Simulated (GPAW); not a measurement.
## BaAlGeH (P3m1): G0W0 with GPAW, start to end

How does a plane-wave GW calculation on BaAlGeH (P3m1) run from the first input to the gap?

Program: GPAW 26.7.0. Level of theory: LDA and many-body steps on it, plane waves. Results are calculated unless marked as measured.

### 1. Starting point

Symmetry: P3m1, No. 156, trigonal system. The conventional cell has a = 4.345 Å, b = 4.345 Å, c = 5.216 Å, α = 90.00°, β = 90.00°, γ = 120.00°. Nearest to Ba lie 3 H at 2.60 Å. Nearest to Al lie 1 H at 1.73 Å and 3 Ge at 2.55 Å. Nearest to Ge lie 3 Al at 2.55 Å. Nearest to H lie 1 Al at 1.73 Å and 3 Ba at 2.60 Å. Farther neighbours are not listed.

Structure file:

```cif
data_structure
_symmetry_space_group_name_H-M 'P3m1'
_symmetry_Int_Tables_number 156
_cell_length_a 4.3448
_cell_length_b 4.3448
_cell_length_c 5.2161
_cell_angle_alpha 90.000
_cell_angle_beta 90.000
_cell_angle_gamma 120.000
_cell_volume 85.27
loop_
_atom_site_label
_atom_site_type_symbol
_atom_site_symmetry_multiplicity
_atom_site_Wyckoff_symbol
_atom_site_fract_x
_atom_site_fract_y
_atom_site_fract_z
_atom_site_occupancy
Ba1 Ba 1 a 0.00000 0.00000 0.00000 1
Al1 Al 1 c 0.66667 0.33333 0.53950 1
Ge1 Ge 1 b 0.33333 0.66667 0.45510 1
H1 H 1 c 0.66667 0.33333 0.87030 1
```

The cell and positions come from the Crystallography Open Database and are kept as given unless a step says otherwise. Spin-orbit coupling is left out unless a step names it.

### 2. Ground state

This step: GPAW 26.7.0; DFT, LDA, plane waves, PAW.

The ground-state density comes first.

run.py reads:

```python
import json
import numpy as np
from gpaw.mpi import world
from ase import Atoms
from gpaw import GPAW, PW, FermiDirac

atoms = Atoms(['Ba', 'Al', 'Ge', 'H'],
    cell=[[4.3448400000, 0.0000000000, 0.0000000000],
      [-2.1724200000, 3.7627418154, 0.0000000000],
      [0.0000000000, 0.0000000000, 5.2160600000]],
    scaled_positions=[[0.0000000000, 0.0000000000, 0.0000000000],
      [0.6666666667, 0.3333333333, 0.5395000000],
      [0.3333333333, 0.6666666667, 0.4551000000],
      [0.6666666667, 0.3333333333, 0.8703000000]],
    pbc=(True, True, True))
calc = GPAW(mode=PW(600),
    xc='LDA',
    kpts={'size': (6, 6, 6), 'gamma': True},
    occupations=FermiDirac(0.001),
    nbands=-8,
    convergence={'density': 1e-6, 'bands': -3},
    maxiter=100,
    txt='gs.txt')
atoms.calc = calc
res = {'energy': atoms.get_potential_energy()}
kpts = calc.get_ibz_k_points()
res['kpts'] = kpts
res['eigenvalues'] = [calc.get_eigenvalues(kpt=k) for k in range(len(kpts))]
res['n_electrons'] = calc.get_number_of_electrons()
calc.write('gs.gpw')

if world.rank == 0:
    with open('result.json', 'w') as f:
        json.dump(res, f, default=lambda x: x.tolist())
```

Command:

```sh
> mpirun -n 4 gpaw python run.py
```

Numbers of over 12 decimals in the logs are rounded to 6 here.

Log:

```text
__  _  _
 | _ |_)|_||  |
 |__||  | ||/\| - 26.7.0

Input parameters:
  mode=PW(ecut=600.0),
  convergence={'density': 1e-06, 'bands': -3},
  kpts=MonkhorstPack(size=(6, 6, 6), gamma=True),
  maxiter=100,
  nbands=-8,
  occupations=Occupations(name='fermi-dirac', width=0.001, fixmagmom=False),
  xc=XC(name='LDA')
  [... matrices ...]
Diagonalizing LCAO Hamiltonian
Converting LCAO to pw mode

             H

         Ge  Al

       Ba

Atoms  # Å, Bohr magnetons
|   | symbol |         x |        y |        z |    initial magnetic moments |
| 0 |     Ba |  0.000000 | 0.000000 | 0.000000 | ( 0.0000,  0.0000,  0.0000) |
| 1 |     Al |  2.172420 | 1.254247 | 2.814064 | ( 0.0000,  0.0000,  0.0000) |
| 2 |     Ge | -0.000000 | 2.508495 | 2.373829 | ( 0.0000,  0.0000,  0.0000) |
| 3 |      H |  2.172420 | 1.254247 | 4.539537 | ( 0.0000,  0.0000,  0.0000) |

Unit cell  # Å
| periodic |         x |        y |        z |  lengths |     angles |
|      yes |  4.344840 | 0.000000 | 0.000000 | 4.344840 |  90.000000 |
|      yes | -2.172420 | 3.762742 | 0.000000 | 4.344840 |  90.000000 |
|      yes |  0.000000 | 0.000000 | 5.216060 | 5.216060 | 120.000000 |

Number of symmetries: 6
Symmetry operations  # r_c * U_cc + t_c -> r_c
|   | kind |            matrix            |
| 0 |  σ   |  1, 1, 0,  0,-1, 0,  0, 0, 1 |
| 1 |  E   |  1, 0, 0,  0, 1, 0,  0, 0, 1 |
| 2 |  C3  |  0, 1, 0, -1,-1, 0,  0, 0, 1 |
| 3 |  σ   |  0,-1, 0, -1, 0, 0,  0, 0, 1 |
| 4 |  σ   | -1, 0, 0,  1, 1, 0,  0, 0, 1 |
| 5 |  C3  | -1,-1, 0,  1, 0, 0,  0, 0, 1 |

BZ-sampling:
  Number of BZ points: 216
  Number of IBZ points: 34

  Monkhorst-Pack size: [6, 6, 6]
  Monkhorst-Pack shift: [0.083333, 0.083333, 0.083333]

K-points  # in reciprocal-cell coordinates
|     |                                coordinates |     weight |
|   0 | (  0.00000000,   0.00000000,   0.00000000) | 0.00462963 |
|   1 | (  0.00000000,   0.00000000,   0.16666667) | 0.00925926 |
|   2 | (  0.00000000,   0.00000000,   0.33333333) | 0.00925926 |
|   3 | (  0.00000000,   0.00000000,   0.50000000) | 0.00462963 |
|   4 | (  0.16666667,   0.00000000,  -0.33333333) | 0.02777778 |
|   5 | (  0.16666667,   0.00000000,  -0.16666667) | 0.02777778 |
|   6 | (  0.16666667,   0.00000000,   0.00000000) | 0.02777778 |
|   7 | (  0.16666667,   0.00000000,   0.16666667) | 0.02777778 |
|   8 | (  0.16666667,   0.00000000,   0.33333333) | 0.02777778 |
|   9 | (  0.16666667,   0.00000000,   0.50000000) | 0.02777778 |
| ... |                                            |            |
|  33 | (  0.50000000,   0.50000000,   0.50000000) | 0.01388889 |

Plane wave coefficients: 2879
Cutoff: 600.0 eV

Spin-components: 1 (collinear spins)
Bands:           17
Projectors:      19
Spin-degeneracy: 2
Datatype:        complex128

  Storage: CPU
  Wave functions: 26_329_056 bytes (6_582_264 per core)
  Projectors: 49_560_576 bytes (12_390_144 per core)
  [... matrices ...]
Parallelization:
  kpt:    4
  domain: 1
  band:   1

Density:
  Valence electrons: 18.0
  Components: 1
  Grid points: [25 25 30]
  Charge: 0.0  # |e|

Potential:
  Grid points: [25 25 30]

species:
  Ba:
    name:    Barium
    Z:       56.0
    valence: 10
    core:    46
    charge:  0.0  # [|e|]
    compensation charges:
      type: gauss
      rc: 0.37  # [Å]
      lmax: 2
    cutoffs:
      filter: 2.06  # [Å]
      core: 2.33  # [Å]
    projectors
    | kind |    occ | energy [eV] | rcut [Å] |
    |   5s |  2.000 |     -33.774 |    1.164 |
    |   6s |  2.000 |      -3.346 |    1.164 |
    |   5p |  6.000 |     -18.813 |    1.164 |
    |    p |        |       0.000 |    1.164 |
    |    d |        |       0.000 |    1.164 |
    |    d |        |      27.211 |    1.164 |

    Using partial waves for Ba as LCAO basis

  Al:
    name:    Aluminium
    Z:       13.0
    valence: 3
    core:    10
    charge:  0.0  # [|e|]
    compensation charges:
      type: gauss
      rc: 0.34  # [Å]
      lmax: 2
    cutoffs:
      filter: 1.91  # [Å]
      core: 2.36  # [Å]
    projectors
    | kind |    occ | energy [eV] | rcut [Å] |
    |   3s |  2.000 |      -7.830 |    1.085 |
    |   3p |  1.000 |      -2.783 |    1.085 |
    |    s |        |      19.382 |    1.085 |
    |    p |        |      24.428 |    1.085 |
    |    d |        |       0.000 |    1.085 |

    Using partial waves for Al as LCAO basis

  Ge:
    name:    Germanium
    Z:       32.0
    valence: 4
    core:    28
    charge:  0.0  # [|e|]
    compensation charges:
      type: gauss
      rc: 0.32  # [Å]
      lmax: 2
    cutoffs:
      filter: 1.77  # [Å]
      core: 3.42  # [Å]
    projectors
    | kind |    occ | energy [eV] | rcut [Å] |
    |   4s |  2.000 |     -11.940 |    1.005 |
    |   4p |  2.000 |      -4.047 |    1.005 |
    |    s |        |      15.272 |    1.005 |
    |    p |        |      23.164 |    1.005 |
    |    d |        |       0.000 |    1.005 |

    Using partial waves for Ge as LCAO basis

  H:
    name:    Hydrogen
    Z:       1.0
    valence: 1
    core:    0
    charge:  0.0  # [|e|]
    compensation charges:
      type: gauss
      rc: 0.15  # [Å]
      lmax: 2
    cutoffs:
      filter: 0.85  # [Å]
      core: 0.53  # [Å]
    projectors
    | kind |    occ | energy [eV] | rcut [Å] |
    |   1s |  1.000 |      -6.353 |    0.476 |
    |    s |        |      20.858 |    0.476 |
    |    p |        |       0.000 |    0.476 |

    Using partial waves for H as LCAO basis

Reference energy: -284716.141532  # eV

eigensolver:
  PPCG
  Converge bands: -3
  niter=2

density mixing:
  MSR1-Mixer
  Pratt-step length: 0.05
  Maximum mixing coefficient: 0.75
  Old densities: 10
  SVD Regularization: 0.005
  Good broyden scale: 1.0
  Trust region scale: 1.0
  Backstep threshold: 4.0
  History deletion threshold: 6.0
  Fourier metric: weight=20.0, sigma=0.015

occupation numbers:
  Fermi-Dirac:
    width: 0.0010  # eV

poisson solver:
  ecut: 4800.0  # eV

xc functional:
  name: None

Initialization done in: 0.828 s

convergence criteria:
- Maximum integral of absolute [dens]ity change: 1e-06 electrons / valence electron
- Maximum [total energy] change in last 3 cyles: 0.0005 eV / valence electron
- Maximum integral of absolute [eigenst]ate change: 4e-08 eV^2 / valence electron
maximum number of iterations: 100

SCF iterations
|iter     |     time |      energy | eigst |  dens |
|iter:   1|  |  -18.018738 | +0.89 |       |
|iter:   2|  |  -17.926076 | +0.01 | -0.96 |
|iter:   3|  |  -17.396474 | -0.69 | -1.00 |
|iter:   4|  |  -17.360889 | -1.39 | -1.54 |
|iter:   5|  |  -17.359486 | -2.01 | -2.16 |
|iter:   6|  |  -17.359356c| -3.27 | -2.44 |
|iter:   7|  |  -17.359356c| -3.90 | -3.22 |
|iter:   8|  |  -17.359356c| -3.83 | -3.70 |
|iter:   9|  |  -17.359356c| -5.86 | -4.10 |
|iter:  10|  |  -17.359356c| -6.85 | -5.10 |
|iter:  11|  |  -17.359356c| -7.58c| -5.77 |
|iter:  12|  |  -17.359356c| -8.29c| -6.39c|

Converged in 12 steps
SCF loop duration: 5.723 s (0.477 s/step)
Energy contributions relative to reference atoms: (reference = -284716.141532)
  [... matrices ...]
Energy contributions:
  Kinetic:          20.798876
  Coulomb:         -16.445538
  Zero:             -0.055955
  External:          0.000000
  Xc:              -21.656739
  Entropy:          -0.000000
  Spinorbit:         0.000000
  ----------------------------
  Free energy:     -17.359356
  Extrapolated:    -17.359356

dipole moment: (-12.729696, -22.916775, -31.161782)  # |e|*Ang

Fermi level: 6.654
Eigenvalues  # (at kpt = [0.000, 0.000, 0.000])
| band index |      eig [eV] | occ [0-2] |
|          0 |       -21.341 |     2.000 |
|          1 |        -6.712 |     2.000 |
|          2 |        -6.340 |     2.000 |
|          3 |        -6.340 |     2.000 |
|          4 |        -3.286 |     2.000 |
|          5 |         1.732 |     2.000 |
|          6 |         5.222 |     2.000 |
|          7 |         5.561 |     2.000 |
|          8 |         5.561 |     2.000 |
|          9 |         7.078 |     0.000 |
|         10 |         9.294 |     0.000 |
|         11 |         9.294 |     0.000 |
|         12 |        10.321 |     0.000 |
|         13 |        10.321 |     0.000 |
|         14 |        10.350 |     0.000 |
|         15 |        10.350 |     0.000 |
|         16 |        10.434 |     0.000 |

Gap: 0.756 eV
Transition (v -> c):
  (s=0, k=3, n=8, [0.00, 0.00, 0.50]) -> (s=0, k=31, n=9, [0.50, 0.50, 0.17])
Direct/indirect transitions are different
Direct gap: 1.260 eV
Transition at: (s=0, k=3, n=8, [0.00, 0.00, 0.50])
# Writing to gs.gpw (mode='')
  [... matrices ...]
```

The job ended after 8.2 s (4 MPI ranks of Arm Neoverse V2, shared host; peak memory 0.72 GiB).

Numbers from this step:

```
total energy               : -17.36 eV
gap                        : 0.7563 eV
k of the valence top       : 0, 0, 0.5
k of the conduction bottom : 0.5, 0.5, 0.1667
least direct gap           : 1.260 eV
```

The gap is indirect, with the least direct gap 0.50 eV higher.

### 3. Empty states on the mesh, 3×3×2 mesh, 297 bands

The sums over transitions need many empty states on a uniform mesh; this step solves for them.

run.py reads:

```python
import json
import numpy as np
from gpaw.mpi import world
from gpaw import GPAW

calc = GPAW('gs.gpw').fixed_density(kpts={'size': (3, 3, 2), 'gamma': True},
    parallel={'domain': 1, 'band': 1},
    txt='nscf.txt')
calc.diagonalize_full_hamiltonian(nbands=297)
calc.write('full.gpw', mode='all')
res = {}
kpts = calc.get_ibz_k_points()
res['kpts'] = kpts
res['eigenvalues'] = [calc.get_eigenvalues(kpt=k) for k in range(len(kpts))]
res['n_electrons'] = calc.get_number_of_electrons()

if world.rank == 0:
    with open('result.json', 'w') as f:
        json.dump(res, f, default=lambda x: x.tolist())
```

Command:

```sh
> mpirun -n 4 gpaw python run.py
```

Log:

```text
Diagonalizing LCAO Hamiltonian
Converting LCAO to pw mode
convergence criteria:
- Maximum integral of absolute [eigenst]ate change: 4e-08 eV^2 / valence electron
maximum number of iterations: 100

SCF iterations
|iter     |     time |      energy | eigst |  dens |
|iter:   1|  |             | +1.01 |       |
|iter:   2|  |             | +0.04 |       |
|iter:   3|  |             | -0.63 |       |
[...]
|iter:  21|  |             | -6.51 |       |
|iter:  22|  |             | -7.23 |       |
|iter:  23|  |             | -7.54c|       |
SCF steps: 23
  __  _  _
 | _ |_)|_||  |
 |__||  | ||/\| - 26.7.0

Input parameters:
  mode=PW(ecut=600.0),
  convergence={'density': 1e-06, 'bands': -3},
  gpts=array([25, 25, 30]),
  kpts=MonkhorstPack(size=(3, 3, 2), gamma=True),
  maxiter=100,
  nbands=17,
  occupations=Occupations(name='fermi-dirac', width=0.001, fixmagmom=False),
  parallel={'domain': 1, 'band': 1},
  xc=XC(name='LDA')
Matrix size: 2847x2847
# Writing to full.gpw (mode='all')
  [... matrices ...]

timing:  # [seconds]
  Total: 47.568  # ━━━━━━━━━━━━━━━━━━━━━━━━━━━━━━━━━━━━━━━━━━━━━━━━━━━━━━━━━━
```

Elapsed: 52 s, on 4 MPI ranks; peak memory 2.7 GiB.

Numbers from this step:

| Quantity | Value |
| --- | --- |
| gap | 1.069 eV |
| k of the valence top | 0, 0, 0.5 |
| k of the conduction bottom | 0, 0, 0 |
| least direct gap | 1.260 eV |
| k points computed | 6 |
| lowest point of the top converged band, above the valence top | 119.4783 eV |

On this mesh the gap is 1.069 eV. The earlier step found 0.756 eV, so this mesh misses an edge.

### 4. Screening and self-energy, 3×3×2 mesh, 133 bands, screening to 78 eV

G0W0 replaces the xc potential by the self-energy, built once from these orbitals. Only a window of levels is corrected, while the sums run over the empty bands that the input names.

This step: G0W0 on LDA, plane waves, PAW.

run.py reads:

```python
import json
import numpy as np
from gpaw.mpi import world
from gpaw.response.g0w0 import G0W0

gw = G0W0('full.gpw',
    filename='gw',
    kpts=[0, 1],
    bands=(7, 11),
    ecut=78,
    nbands=133,
    integrate_gamma='WS',
    ppa=True)
gw.calculate()
res = {mode: {k: v for k, v in r.items() if k != 'sigma_eskwn'}
       for mode, r in gw.all_results.items()}

if world.rank == 0:
    with open('result.json', 'w') as f:
        json.dump(res, f, default=lambda x: x.tolist())
```

Command:

```sh
> mpirun -n 4 gpaw python run.py
```

Log:

```text
Using integrator: PointIntegrator
FrequencyGridDescriptor(from 0.000+0.000j to 0.000+27.211j eV, 2 points)
Nonperiodic BCs:  [False False False]
Using integrator: PointIntegrator
FrequencyGridDescriptor(from 0.000+0.000j to 0.000+27.211j eV, 2 points)
Nonperiodic BCs:  [False False False]
  ___  _ _ _
 |   || | | |
 | | || | | |
 |__ ||_____|
 |___|

BZ k-points: Symmetries present (total): 6

  [... matrices ...]
18 k-points: 3 x 3 x 2 Monkhorst-Pack grid + [0.000000,0.000000,1/4]
6 k-points in the irreducible part of the Brillouin zone
       k-points in crystal coordinates                weights
   0:     0.00000000    0.00000000    0.00000000          1/18
   1:     0.00000000    0.00000000    0.50000000          1/18
   2:     0.33333333    0.00000000    0.00000000          6/18
   3:     0.33333333    0.00000000    0.50000000          6/18
   4:     0.33333333    0.33333333    0.00000000          2/18
   5:     0.33333333    0.33333333    0.50000000          2/18

Distributing spins, k-points and bands (1 x 2 x 4) over 4 processes
Number of blocks: 1

Quasi particle states:
k-points (IBZ indices): [0, 1]
Band range: (7, 11)
  [... matrices ...]
Computational parameters:
Plane wave cut-off: 78 eV
Number of bands: 133
Coulomb cutoff: None
Broadening: 0.1 eV

fxc modes: GW
Kernel: RPA
Using Godby-Needs plasmon-pole approximation:
  Fitting energy: i*E0, E0 = 1.000 Hartree
Summing all q:

Calculating screened Coulomb potential
No Coulomb truncation
FrequencyGridDescriptor(from 0.000+0.000j to 0.000+27.211j eV, 2 points)
Removing empty qpoint cache files...

Calculating chi0 body with:
    Ground state adapter containing:
    Number of spins: 1
    Number of kpoints: 18
    Number of irreducible kpoints: 6
    Number of completely occupied states: 9
    Number of partially occupied states: 9
    Occupied states memory: 2.574921 M / cpu

    Linear response parametrization:
    q_c: [0.0, 0.0, 0.0]
    Number of frequency points: 2
    Planewave cutoff: 78.0
    Number of bands: 133
    Number of planewaves: 121
    Broadening (eta): 1e-06
    comm.size: 4
    kncomm.size: 4
    blockcomm.size: 1

    Memory estimate of potentially large arrays:
        chi0_wGG: 0.446808 M / cpu
Integrating chi0 body.

Symmetries of q_c:
    Direct symmetries (Uq -> q): 6
    Indirect symmetries (TUq -> q): 6
In total 12 allowed symmetries.

  [... matrices ...]
6 groups of equivalent kpoints. 66.666667% reduction.

Integral kind: response function
Integrating chi0 head and wings.

Symmetries of q_c:
    Direct symmetries (Uq -> q): 6
    Indirect symmetries (TUq -> q): 6
In total 12 allowed symmetries.

  [... matrices ...]
6 groups of equivalent kpoints. 66.666667% reduction.

Integral kind: response function wings

Calculating chi0 body with:
    Ground state adapter containing:
    Number of spins: 1
    Number of kpoints: 18
    Number of irreducible kpoints: 6
    Number of completely occupied states: 9
    Number of partially occupied states: 9
    Occupied states memory: 2.574921 M / cpu

[... the further q-points ...]

Results:
f:      Occupation numbers
eps:     KS-eigenvalues [eV]
vxc:     KS vxc [eV]
exx:     Exact exchange [eV]
sigma:   Self-energies [eV]
dsigma:  Self-energy derivatives
Z:       Renormalization factors
qp:      QP-energies [eV]

k-point 0 (0): (0.000, 0.000, 0.000)                GW
band       f     eps     vxc     exx   sigma  dsigma       Z      qp
                                                                   GW
   7   1.000   5.561 -12.117 -13.333   1.037  -0.286   0.777   5.422
   8   1.000   5.561 -12.117 -13.333   1.037  -0.286   0.777   5.422
   9   0.000   7.078 -12.093  -7.955  -3.622  -0.279   0.782   7.481
  10   0.000   9.294 -11.363  -6.648  -4.224  -0.280   0.781   9.678

k-point 1 (1): (0.000, 0.000, 0.500)                GW
band       f     eps     vxc     exx   sigma  dsigma       Z      qp
                                                                   GW
   7   1.000   5.947 -12.583 -13.839   1.077  -0.286   0.778   5.807
   8   1.000   6.010 -11.577 -12.514   0.773  -0.289   0.776   5.882
   9   0.000   7.270 -13.060  -8.702  -3.675  -0.280   0.781   7.803
  10   0.000   7.906 -10.975  -6.584  -3.943  -0.269   0.788   8.259
```

It took 15 s on 4 MPI ranks; peak memory 1.4 GiB.

Numbers from this step:

```yaml
g0w0_gap_on_the_points_computed: 1.599 eV
least_direct_g0w0_gap_on_the_computed_points: 1.921 eV
z_at_the_valence_top: 0.7758
z_at_the_conduction_bottom: 0.7817
starting_gap_on_the_mesh: 1.069 eV
k_of_the_valence_top: 0, 0, 0.5
k_of_the_conduction_bottom: 0, 0, 0
```

The gap on the mesh goes from 1.07 eV to 1.60 eV, a correction of +0.53 eV. The start differs from the 0.76 eV found before because the two sample other k points.

Limits: finite bands, cutoff and mesh; no spin-orbit coupling; coarse k mesh. v1 is the top filled band, c1 the lowest empty one. Levels before and after the correction, in eV, zero at the valence-band top of each column:

|  | conduction bottom | valence top |
| --- | --- | --- |
| Kohn-Sham | 1.07 | 0.00 |
| G0W0 | 1.60 | 0.00 |

|  | level | energy (eV) |
| --- | --- | --- |
| Kohn-Sham | Γ v2-v1 | -0.449 |
| Kohn-Sham | Γ c1 | 1.069 |
| Kohn-Sham | Γ c2 | 3.285 |
| Kohn-Sham | (0 0 0.5) v2 | -0.063 |
| Kohn-Sham | (0 0 0.5) v1 | 0.000 |
| Kohn-Sham | (0 0 0.5) c1 | 1.260 |
| Kohn-Sham | (0 0 0.5) c2 | 1.896 |
| G0W0 | Γ v2-v1 | -0.460 |
| G0W0 | Γ c1 | 1.599 |
| G0W0 | Γ c2 | 3.796 |
| G0W0 | (0 0 0.5) v2 | -0.075 |
| G0W0 | (0 0 0.5) v1 | 0.000 |
| G0W0 | (0 0 0.5) c1 | 1.921 |
| G0W0 | (0 0 0.5) c2 | 2.377 |

### 5. Where the time went

Times are wall times on 4 MPI ranks of Arm Neoverse V2, shared host. The host was busy with other work, so they are no guide to cost.

| step | time | share | memory (GiB) |
| --- | --- | --- | --- |
| ground state | 8.2 s | 11 % | 0.72 |
| empty states on the mesh | 52 s | 69 % | 2.7 |
| screening and self-energy | 15 s | 20 % | 1.4 |

### 6. What came out

```yaml
lda_gap: 0.76 eV, indirect
g0w0_gap_on_the_mesh: 1.60 eV
g0w0_gap_over_the_zone_rigid_shift: 1.29 eV
gw_settings: 3×3×2 mesh, 133 bands, screening to 78 eV, Godby-Needs plasmon pole
known_limits: not at the basis limit; no spin-orbit coupling; coarse k mesh
```

What this shows: G0W0 moves the gap on the mesh from 1.07 eV to 1.60 eV (+0.53 eV), with Z of 0.78 and 0.78 at the edges. The mesh misses the band edges by 0.31 eV in all; a rigid shift gives 1.29 eV for the zone. Only 2 of the mesh's irreducible points were corrected, so a valley elsewhere could overtake. The dearest step here is «empty states on the mesh». Bands and cutoff are finite, so the gap is not at the basis limit. The miss can reach some tenths of an eV and take either sign; the mesh is an error of its own. These stock PAW sets were not made for GW; the filled d or f shell of Ge lies in the frozen core, which bears on start and correction. In the G0W0 run levels were corrected at 2 k points alone, so a gap called «on the mesh» is the least over those, and an edge elsewhere would be missed. A denser mesh or path gives a starting gap of 0.76 eV: the GW mesh misses a band edge, so its gaps are not the fundamental one. The 3×3×2 mesh is coarse for this cell, which bears on the long-range parts of exchange and screening. The many-body steps are scalar-relativistic: spin-orbit coupling is not in them.

[Paths, hosts, dates, memory and timing lines, banners, echoed tables and standing remarks are left out of the program output.]

[Logs are printed without paths, hosts, clocks, repeated set-up lines and the standing remarks that a program may print on its own settings, such as how far it seeks lower states.]

[Runs of the session that timed out or met a known fault of the program may be left out.]

[Hosts, paths, dates, database ids (printed as entryN), source tags and the programs' standing remarks are cut or masked in the printed files.]
